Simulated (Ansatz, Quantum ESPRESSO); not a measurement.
# SbAu (Pm-3m): from the cell to the phonon bands, part 4 of 4

Aim: the phonon dispersion of SbAu (Pm-3m), checked by a second program.

Quantum ESPRESSO 7.5; DFT PBE, scalar-relativistic, plane waves, SPMS norm-conserving pseudopotentials.

So far. Step 7 (Interpolated phonon bands): The path dips to 35i cm⁻¹. Step 9 (Zone-centre analysis): The rule moves no optical mode by more than 0.1 cm⁻¹.

The structure was built from a prototype and need not be the compound's stable phase.

### 12. A second program

The same cell goes through another code, with its own cutoff. The potentials differ. Its k mesh is centred on Γ.

This step: DFT PBE, scalar-relativistic, plane waves, PseudoDojo norm-conserving pseudopotentials (Ansatz 0.2.0).

The input, input.yaml:

```yaml
crystal:
  lattice:
    - [3.552616137, 0.0, 0.0]
    - [0.0, 3.552616137, 0.0]
    - [0.0, 0.0, 3.552616137]
  atoms:
    - { symbol: Au, position: [0.0, 0.0, 0.0] }
    - { symbol: Sb, position: [0.5, 0.5, 0.5] }
kpoints:
  mp_grid: { grid: [10, 10, 10] }
hamiltonian:
  xc: pbe
  pseudopotentials: { kind: nc, accuracy: standard }
scf:
  occupations: { method: cold, width: 0.27211 }
output:
  eigenvalues: true
phonons:
  method: dfpt
  qmesh: [2, 2, 2]
  temperatures: { t_max: 1000, t_step: 50 }
  qpath:
    path:
      - [[0.0, 0.0, 0.0], [0.0, 0.5, 0.0], [0.5, 0.5, 0.0], [0.0, 0.0, 0.0], [0.5, 0.5, 0.5], [0.0, 0.5, 0.0]]
      - [[0.5, 0.5, 0.5], [0.5, 0.5, 0.0]]
    npoints: 12
```

Launch:

```
ansatz run input.yaml --threads 4 --pin off --max-ram 8192MiB --backend cpu --events-out ev --progress --plain --runs-dir out
```

Numbers of over 12 decimals in the logs are rounded to 6 here.

The log of the run:

```text
Engine: ansatz 0.2.0, aarch64-unknown-linux-gnu
Pseudopotentials: kind: nc
Pseudopotential: Au, nc, valence charge 19, recommended cutoff 1034.032677 eV (normal), Au.nc.azcp (PseudoDojo's, or run here from an input of PseudoDojo's; its table is named by hamiltonian.pseudopotentials.accuracy)
Pseudopotential: Sb, nc, valence charge 15, recommended cutoff 1088.45545 eV (normal), Sb.nc.azcp (PseudoDojo's, or run here from an input of PseudoDojo's; its table is named by hamiltonian.pseudopotentials.accuracy)
Functional definition: PBE
  parameter kappa = 0.804
  parameter beta = 0.066725
  exchange = pbe_x(kappa = kappa, mu = beta*pi^2/3)
  correlation = pbe_c(beta = beta)
Crystal: 2 atoms, lattice volume = 44.838 Å³
Basis set: ecut = 1088.45545 eV, 3743 PW (Γ), exchange–correlation on 80×80×80 points (8 copies of the dense FFT grid, shifted against one another)
Bands: 21, of which v1, the nominal top of the filled ones, is band 17 counted from 1 (16 counted from 0)
Symmetry: 48 space group operations
k-points: 56 of 1000
Non-local potential: Au, projectors of the file, l = 0: 2, l = 1: 2, l = 2: 2, l = 3: 1
Non-local potential: Sb, projectors of the file, l = 0: 2, l = 1: 2, l = 2: 2, l = 3: 2
Initial density: superposition of atomic densities (chi_scale 0.1, normalization cell, long waves kept (reshape's long-wave potential 0.00 eV rms))
Initial wavefunctions: pseudopotential atomic-orbital guess
Functional: x = pbe(κ = 0.804, μ = 0.219515), c = pbe(β = 0.066725)
SCF iter   1: F=—  HF=-6508.778211 eV  |F-HF|=—  |Δ(HF+E_count)|=         —  Δρ=1.13e-1  dr2=9.10e0  ethr=3.10e-3  ⟨swp⟩=8.0  Hψ=12776  notcnv=0  defer=2
automatic band count: the SCF goes on with 25 bands, as 21 were too few: they end inside the smearing window of the response
preconditioner: auto → Kerker (q_TF=auto, 2.605 Å⁻¹)  [metal: Δε(μ)=0.032 eV  Ē_g=11.592 eV  σ=0.272 eV  W_gap=0.08  n_scr=18 (ndim 8)  ℏωp=22.2 eV  f_vac=0.000  D(μ)=0.88/eV (n_scr^D=6)]
SCF iter   2: F=—  HF=-6506.923526 eV  |F-HF|=—  |Δ(HF+E_count)|=    1.85e0  S|Δr|=    0.00e0  Δρ=2.25e-2  dr2=3.22e-1  ethr=3.10e-3  ⟨swp⟩=3.0  Hψ=3403  notcnv=0  defer=107
SCF iter   3: F=—  HF=-6506.851630 eV  |F-HF|=—  |Δ(HF+E_count)|=   7.19e-2  S|Δr|=    0.00e0  Δρ=1.06e-2  dr2=4.44e-2  ethr=9.47e-4  ⟨swp⟩=1.0  Hψ=1848  notcnv=0  defer=107
SCF iter   4: F=—  HF=-6506.840928 eV  |F-HF|=—  |Δ(HF+E_count)|=   1.07e-2  S|Δr|=    0.00e0  Δρ=1.56e-3  dr2=3.86e-4  ethr=1.31e-4  ⟨swp⟩=2.9  Hψ=2239  notcnv=0  defer=108
SCF iter   5: F=—  HF=-6506.841125 eV  |F-HF|=—  |Δ(HF+E_count)|=   1.97e-4  S|Δr|=    0.00e0  Δρ=3.42e-4  dr2=3.91e-5  ethr=1.13e-6  ⟨swp⟩=2.1  Hψ=2271  notcnv=0  defer=107
SCF iter   6: F=—  HF=-6506.841125 eV  |F-HF|=—  |Δ(HF+E_count)|=   3.06e-7  S|Δr|=    0.00e0  Δρ=5.85e-5  dr2=1.37e-6  ethr=1.15e-7  ⟨swp⟩=2.4  Hψ=2113  notcnv=0  defer=107
SCF iter   7: F=—  HF=-6506.841124 eV  |F-HF|=—  |Δ(HF+E_count)|=   3.91e-7  S|Δr|=    0.00e0  Δρ=1.14e-5  dr2=5.14e-8  ethr=4.03e-9  ⟨swp⟩=2.2  Hψ=1914  notcnv=0  defer=107
SCF iter   8: F=—  HF=-6506.841124 eV  |F-HF|=—  |Δ(HF+E_count)|=  2.36e-10  S|Δr|=    0.00e0  Δρ=2.57e-6  dr2=9.60e-10  ethr=1.51e-10  ⟨swp⟩=2.7  Hψ=2308  notcnv=0  defer=107
SCF iter   9: F=—  HF=-6506.841124 eV  |F-HF|=—  |Δ(HF+E_count)|=  6.18e-11  S|Δr|=    0.00e0  Δρ=4.14e-7  dr2=4.06e-11  ethr=2.82e-12  ⟨swp⟩=2.1  Hψ=2322  notcnv=0  defer=107
SCF iter  10: F=-6506.841124 eV  HF=-6506.841124 eV  |F-HF|=1.82e-12  |Δ(HF+E_count)|=  3.82e-11  S|Δr|=    0.00e0  Δρ=6.93e-8  dr2=1.20e-12  ethr=1.00e-12  ⟨swp⟩=17.5  Hψ=10816  notcnv=0
SCF 1 converged in 10 iterations: F = -6506.841124 eV  dr2 = 1.20e-12
Initial density: read from a saved state, or passed on in memory by an earlier SCF of this step, an earlier step, the calling program or the single point that the run made first
iter 1 solved again at ethr=2.69e-7 eV; its pass at ethr=3.10e-3 eV (dr2=9.16e-5 eV) is discarded
SCF iter   1: F=—  HF=-6506.841124 eV  |F-HF|=—  |Δ(HF+E_count)|=         —  Δρ=1.93e-6  dr2=1.21e-9  ethr=2.69e-7  ⟨swp⟩=5.4  Hψ=10628  notcnv=0
eigensolver tolerance schedule: the retry pair's looser diagonalisation over-reported the residual by 75849.83 of it (diagonalisation noise at an unbounded share of the residual, at the tolerance the schedule requests for it); recorded, not acted on — ethr = c·dr2/N_el stays at c = 1.0e-1
preconditioner: auto → Kerker (q_TF=auto, 2.605 Å⁻¹)  [metal: Δε(μ)=0.135 eV  Ē_g=8.919 eV  σ=0.272 eV  W_gap=0.36  n_scr=18 (ndim 8)  ℏωp=22.2 eV  f_vac=0.000  D(μ)=0.86/eV (n_scr^D=6)]
SCF iter   2: F=—  HF=-6506.841124 eV  |F-HF|=—  |Δ(HF+E_count)|=   1.42e-7  S|Δr|=    0.00e0  Δρ=1.30e-6  dr2=7.38e-10  ethr=3.55e-12  ⟨swp⟩=4.6  Hψ=3968  notcnv=0
SCF iter   3: F=—  HF=-6506.841124 eV  |F-HF|=—  |Δ(HF+E_count)|=  1.26e-10  S|Δr|=    0.00e0  Δρ=7.47e-7  dr2=2.23e-10  ethr=2.17e-12  ⟨swp⟩=1.1  Hψ=1196  notcnv=0
SCF iter   4: F=—  HF=-6506.841124 eV  |F-HF|=—  |Δ(HF+E_count)|=  4.37e-11  S|Δr|=    0.00e0  Δρ=3.78e-7  dr2=5.04e-11  ethr=1.00e-12  ⟨swp⟩=1.0  Hψ=1178  notcnv=0
SCF iter   5: F=—  HF=-6506.841124 eV  |F-HF|=—  |Δ(HF+E_count)|=  5.46e-12  S|Δr|=    0.00e0  Δρ=2.73e-7  dr2=2.52e-11  ethr=1.00e-12  ⟨swp⟩=1.0  Hψ=1176  notcnv=0
SCF iter   6: F=—  HF=-6506.841124 eV  |F-HF|=—  |Δ(HF+E_count)|=    0.00e0  S|Δr|=    0.00e0  Δρ=1.73e-7  dr2=1.05e-11  ethr=1.00e-12  ⟨swp⟩=1.0  Hψ=1176  notcnv=0
SCF iter   7: F=-6506.841124 eV  HF=-6506.841124 eV  |F-HF|=0.00e0  |Δ(HF+E_count)|=  3.64e-12  S|Δr|=    0.00e0  Δρ=4.65e-8  dr2=7.75e-13  ethr=1.00e-12  ⟨swp⟩=5.6  Hψ=3649  notcnv=0
SCF 2 converged in 7 iterations: F = -6506.841124 eV  dr2 = 7.75e-13
phonons: the bands overlap, so this run is a metal and interpolates without the dipole-dipole term. If the crystal is really an insulator or semiconductor, its LO-TO splitting is missing
NSCF: frozen V_eff on 56 k-points
WARN: eigensolver did not converge (k=49): 1 band(s) unlocked after 2 eigensolves, warm-restarted (20 sweeps on the last) at ethr=1.49e-12 eV (storage-precision floor; scheduled 1.00e-12 eV) (lowest unlocked band 24, counted from 0; max residual 3.43e-5 eV among the unlocked bands, 3.43e-5 eV over every band; other slots of this pass that fall short are told together in one closing line; warning suppressed until the next SCF loop or pass starts)
NSCF: frozen V_eff on 126 k-points
DFPT response loops at q = (0, 0, 0) (fractional): preconditioner auto → Kerker (q_TF=auto, 2.605 Å⁻¹) (partly filled bands, converged f_vac=0.000); β = 1.00, the filter's whole step (`scf.mixing.beta` (0.50) is not read by the response loops under this deck's `scf.mixing.preconditioner`; to damp them name `kerker` or `kerker_dos`, under which they read `scf.mixing.beta`, and type it under 1.00, their step now; both keys bind the ground state too); Broyden in place of MSR1
NSCF: frozen V_eff on 432 k-points
DFPT response loops at q = (0, 0, -0.5) (fractional): mixed as the last ones told, above
NSCF: frozen V_eff on 432 k-points
DFPT response loops at q = (0, -0.5, -0.5) (fractional): mixed as the last ones told, above
NSCF: frozen V_eff on 252 k-points
DFPT response loops at q = (-0.5, -0.5, -0.5) (fractional): mixed as the last ones told, above
SCF converged after 10 iterations
Stability not checked: this state was not tested for a lower state beside it, because cold or Methfessel-Paxton smearing, or corrected tetrahedra, fill the levels in a way that the test cannot read (fill_not_monotonic; see scf.lower_state_search)
Free energy (F): -6506.841124 eV
Harris-Foulkes:  -6506.841124 eV  (|F-HF|=1.82e-12)
Internal energy: -6506.844481 eV  (E = F + TS)
E sigma→0 (E₀):  -6506.842243 eV
Entropy (-TS):   0.003357 eV (1.678 meV/atom)
Fermi energy:    15.259384 eV
--- Per-component energies (eV) ---
  E_band       = -407.301898
  E_kinetic    = 2607.847206
  E_local      = -3614.830599  (includes V_loc(G=0)·N_el)
  E_nonlocal   = -1241.581796
  E_hartree    = 1363.855238
  E_xc         = -1326.175044
  E_vxc        = -886.447154  (∫ρ·V_xc dr)
  E_ewald      = -4295.959487
  E_smearing   = 0.003357  (= −TS)
  E_closure    = 0.000000  (closes the sum)
  Σ components = -6506.841124   (vs F -6506.841124, Δ=0.00e0)
--- Band table (eV; the first three rows and the last of 56) ---
  k-point 0: bands = [... 13 lower, 11.3190, 11.3190, 15.3704, 15.3704, 15.3704, 15.9077, 22.0217, 22.0217, ... 4 higher]
  k-point 1: bands = [... 13 lower, 11.2206, 11.3214, 13.9827, 15.6003, 15.6003, 17.0568, 21.9625, 22.5879, ... 4 higher]
  k-point 2: bands = [... 13 lower, 10.9934, 11.3277, 12.6019, 16.2170, 16.2170, 17.9841, 21.8033, 23.9975, ... 4 higher]
  k-point 55: bands = [... 13 lower, 11.8756, 11.8756, 15.7315, 15.8431, 15.8431, 15.8431, 16.5320, 16.5320, ... 4 higher]
--- Phonons (Γ-DFPT): 2 representative perturbations + reference (Σ response iterations 5) ---
  ASR residual: 1.389e-4 → 0.000e0 eV/Å²; symmetrization residual: 1.029e-4 eV/Å²
  ASR residual per site (eV/Å²): 7.15e-5 1.39e-4
  Γ frequencies (cm⁻¹): 0.00 0.00 0.00 53.47 53.47 53.47
--- Phonons (arbitrary-q DFPT): 4 irreducible q on the 2×2×2 mesh ---
  q = [0.0000, 0.0000, 0.0000] (star 1, of the zone-centre solve; hermiticity 2.60e-4, symmetrization 4.08e-13): -0.00 -0.00 0.00 53.47 53.47 53.47
  q = [0.0000, 0.0000, -0.5000] (star 3, 4 solved perturbations in 684 linear systems a pass and spin channel, the states on 216 of 1000 k-point pairs; hermiticity 1.13e-8, symmetrization 2.23e-8, the responses' own estimated error 7.9e-4 eV/Å²): -35.86 -35.86 46.20 46.20 58.84 106.93
  q = [0.0000, -0.5000, -0.5000] (star 3, 4 solved perturbations in 684 linear systems a pass and spin channel, the states on 216 of 1000 k-point pairs; hermiticity 5.00e-5, symmetrization 8.09e-10, the responses' own estimated error 7.3e-4 eV/Å²): -18.04 -11.08 18.05 18.05 89.33 89.33
  q = [-0.5000, -0.5000, -0.5000] (star 1, 2 solved perturbations on 126 of 1000 k-point pairs; hermiticity 1.02e-9, symmetrization 5.08e-10, the responses' own estimated error 7.1e-4 eV/Å²): -27.12 -27.12 -27.12 60.80 60.80 60.80
  sum rule: each row above includes the acoustic sum rule's correction from the zone centre's row sums; it moved no ω² by more than (0.56 cm⁻¹)²
  mesh force constants: q→R imaginary residual 3.82e-17; ASR residual 1.389e-4 → 0.000e0 eV/Å²; symmetrization residual 1.554e-15 eV/Å²
  interpolated dispersion: 74 rows × 6 modes
  density of states and harmonic sums: on the 18×18×18 q-mesh, interpolated from the force constants of a 2×2×2 supercell (no non-analytic term)
  largest difference from the sums on the solved wave vectors: F 3.31e-1 eV, S 4.30e-4 and C_V 1.00e-4 eV/K
  zero-point energy: 0.015122 eV/cell   skipped modes (ω ≤ 0): 255, of them read as no rigid motion or as one in doubt: 252 (1.097e0 modes/cell left out, lowest -35.86 cm⁻¹)   left out of the sums: 1.83e-1 of the cell's modes: C_V's classical limit lies that fraction below 3 k_B per atom; for a crystal, a wire or a layer, F and S can be off by more, and a phonons.interpolated_qmesh denser along its periods is the remedy for the sampling
```

Run time: 2.4 min. Hardware: 4 threads of Arm Neoverse V1, shared host; peak memory 1.9 GiB; 9.3 min of CPU time.

This step gave:

```
sum-rule residual before enforcement                               : 1.39e-4 eV/Å²
lowest frequency on the path                                       : -35.86 cm⁻¹
share of modes beyond 3i cm⁻¹ on the dense interpolated mesh       : 0.1809
highest optical zone-centre mode (no LO-TO term)                   : 53.47 cm⁻¹
lowest optical zone-centre mode                                    : 53.47 cm⁻¹
lowest mode on the q mesh (acoustic ones at the zone centre apart) : -35.86 cm⁻¹
```

### 13. The two compared: QE SPMS and Ansatz, PseudoDojo

Numbers from this step:

- root-mean-square difference: 2.1 cm⁻¹
- largest difference: 5.03 cm⁻¹
- root-mean-square difference on the path: 2.4 cm⁻¹
- largest difference on the path: 20 cm⁻¹

The 12 of 21 modes that differ most. Frequencies side by side:

```tsv
q (reciprocal lattice)	mode	QE SPMS (cm⁻¹)	Ansatz, PseudoDojo (cm⁻¹)
0 0 0	4	54.49	53.47
0 0 0	5	54.49	53.47
0 0 0	6	54.49	53.47
0 0 -0.5	1	-34.51	-35.86
0 0 -0.5	2	-34.51	-35.86
0 -0.5 -0.5	1	-16.8	-18.04
0 -0.5 -0.5	2	-9.24	-11.08
0 -0.5 -0.5	5	90.55	89.33
0 -0.5 -0.5	6	90.55	89.33
-0.5 -0.5 -0.5	1	-22.09	-27.12
-0.5 -0.5 -0.5	2	-22.09	-27.12
-0.5 -0.5 -0.5	3	-22.09	-27.12
```

At the solved wavevectors the largest difference (acoustic modes at Γ apart) is 5 % of the highest mode (on the interpolated path 19 %), but 23 % of the mode at 22i cm⁻¹ on which it sits.

### 14. What came out

| Property | Result |
| --- | --- |
| space group after relaxation | Pm-3m |
| volume per atom | 22.4 Å³ |
| highest optical zone-centre mode (no LO-TO term) | 54.5 cm⁻¹ |
| q mesh | 2×2×2 |
| lowest mode on the q mesh (acoustic ones at the zone centre apart) | -34.5 cm⁻¹ |
| imaginary modes on the q mesh | yes |
| largest difference from Ansatz, PseudoDojo | 5.03 cm⁻¹ |

What this shows: SbAu (Pm-3m) is unstable: a mode solved on the 2×2×2 mesh is imaginary, 35i cm⁻¹; its spectrum reaches 108 cm⁻¹. At the PBE level the optical modes of SbAu (Pm-3m) at the zone centre lie at 54 cm⁻¹. The most unstable solved mode lies at q = (0, 0, -0.5), on the zone boundary, so the distortion that it points to doubles the cell. QE SPMS and Ansatz, PseudoDojo differ by 2.1 cm⁻¹ in the root mean square and by 5.0 cm⁻¹ at most, 4.7 % of the highest mode compared (acoustic modes at Γ left out; ph.x's values are those before the sum rule); the two use different potentials, and the cell was not relaxed for the second set. Their interpolated bands part by up to 20 cm⁻¹. These are harmonic frequencies at zero temperature: anharmonic shifts and linewidths and thermal expansion are left out. Spin-orbit coupling is left out, which can matter for the heavy elements here. In a metal the frequencies hang on the k mesh and the smearing, most of all near Kohn anomalies. The q mesh stands for a supercell only 7.1 Å across, so branches between the solved wavevectors are rough. The structure is a hypothetical one, built on a prototype.

[Host names and launcher messages were left out of these logs when they were recorded.]

[Logs are printed without paths, hosts, clocks, repeated set-up lines and the standing remarks that a program may print on its own settings, such as how far it seeks lower states.]

[Hosts, paths, dates, database ids (printed as entryN), source tags and the programs' standing remarks are cut or masked in the printed files.]
